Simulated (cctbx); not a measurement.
# Which space group?

Cell: a = 9.9650 Å, b = 9.9650 Å, c = 6.1150 Å, α = 90.00°, β = 90.00°, γ = 120.00°. Expected content of the cell: Dy6 Ga2 Mn2 S14.

The data are simulated with cctbx, not measured: Cu Kα, λ = 1.54184 Å, to d = 0.83 Å, 50 % of the full sphere, strongest reflection 5000 counts, noise from counting, a 6 % proportional error and a noise floor of 15 counts (s.d.); no absorption.

A first pass over the reflections prints:

```text
1863 reflections to d = 0.830 A
centring   violations  <I/sigma> of those
    A        654 of   948      7.6
    B        659 of   940      7.7
    C        639 of   950      7.6
    I        644 of   923      7.6
    R        911 of  1253      8.0
    F        976 of  1419      7.6
Laue class    unique    Rint  (classes that these axes allow; Friedel mates merged)
P -1             1416   0.083
P 1 1 2/m         957   0.079
P -3              620   0.084
P -3 1 m          355   0.427
P -3 m 1          381   0.433
P 6/m             351   0.091
P 6/m m m         227   0.450
space group    extra absences  I>4sigma  <I/sigma>
P 6                     0          0         -  acentric
P 63                    4          0      -0.0  acentric
P -6                    0          0         -  acentric
P 6/m                   0          0         -  centric
P 63/m                  4          0      -0.0  centric
Wilson B = 1.32 A^2   <|E^2-1|> = 0.831 (0.968 centric, 0.736 acentric)   E^2>4: 1.7 %
shell (A)         n   <I/sigma>
 8.63 - 1.66     50     18.9
 1.66 - 1.32     42     15.3
 1.32 - 1.15     44     18.3
 1.15 - 1.05     45     11.3
 1.05 - 0.97     43     12.4
 0.97 - 0.91     43      9.7
 0.91 - 0.87     42     10.8
 0.87 - 0.83     42     14.6
```

**Question.** What are the lattice type, the Laue class and the likely space group?

Every centring test has many violations, so the lattice is primitive.

Rint stays low (0.079 to 0.091) up to P 6/m and is 0.427 or more in the other classes.

5 settings pass the absence test. The most absences obeyed, 4, belong to P 63 and P 63/m, which absences can't tell apart.

⟨|E²−1|⟩ = 0.831 lies between the two ideal values. The Wilson B of 1.32 Å² means U ≈ 0.0167 Å².

The true group is P6_3 (no. 173), Laue class 6/m, non-centrosymmetric. The tables only narrow the choice to the tied entries; cell content, site symmetry and trial solutions must settle it.

The model is made up (kin elements in a known structure type, no relaxation), so it says nothing on whether the phase exists.

[Logs are printed without paths, hosts, clocks, repeated set-up lines and the standing remarks that a program may print on its own settings, such as how far it seeks lower states.]
